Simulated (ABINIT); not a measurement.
Planning a run of ABINIT 10.8.3 on NaMgF3 (Pm-3m). The input:

```
acell 3*1.0 Angstrom
rprim 
  3.950839000000 0.000000000000 0.000000000000
  0.000000000000 3.950839000000 0.000000000000
  0.000000000000 0.000000000000 3.950839000000
ntypat 3
znucl 11 12 9
natom 5
typat 1 2 3 3 3
xred 
  0.000000000000 0.000000000000 0.000000000000
  0.500000000000 0.500000000000 0.500000000000
  0.500000000000 0.500000000000 0.000000000000
  0.500000000000 0.000000000000 0.500000000000
  0.000000000000 0.500000000000 0.500000000000
pp_dirpath "pseudos"
pseudos "Na.upf, Mg.upf, F.upf"
ecut 38
ngkpt 2 2 2
nshiftk 1
shiftk 0 0 0
kptopt 1
chksymbreak 0
istwfk *1
occopt 1
irdwfk 1
optdriver 4
nband 45
gwcalctyp 28
ecutsigx 38
symsigma 0
nkptgw 4
kptgw 
  0.0000000000 0.0000000000 0.0000000000
  0.5000000000 0.0000000000 0.0000000000
  0.5000000000 0.5000000000 0.0000000000
  0.5000000000 0.5000000000 0.5000000000
bdgw 
  12 36
  12 36
  12 36
  12 36
ecuteps 3.2
irdscr 1
ppmodel 1
irdqps 1
rhoqpmix 0.3
indata_prefix "in"
outdata_prefix "out"
tmpdata_prefix "tmp"
```

```sh
OMP_NUM_THREADS=1 mpirun -n 4 abinit run.abi > log
```

**Question.** Estimate wall time and host memory on 4 MPI ranks of Arm Neoverse V1, shared host.

It took 16 s; on shared hardware allow 7.8 s to 31 s. Peak host memory was 1.3 GiB.

[Paths, hosts, dates, memory and timing lines, banners, echoed tables and standing remarks are left out of the program output.]

[Logs are printed without paths, hosts, clocks, repeated set-up lines and the standing remarks that a program may print on its own settings, such as how far it seeks lower states.]

[Runs of the session that timed out or met a known fault of the program may be left out.]

[Hosts, paths, dates, database ids (printed as entryN), source tags and the programs' standing remarks are cut or masked in the printed files.]

[G0W0 gaps are taken among the corrected bands and points alone; a level outside them can change the order at an edge.]

[Where Ansatz stands beside ABINIT at settings called matched, ABINIT's density can come from a denser mesh and the files from another edition; pairs whose starting gaps differed by over 0.03 eV were left out, so agreement reads better than it is.]
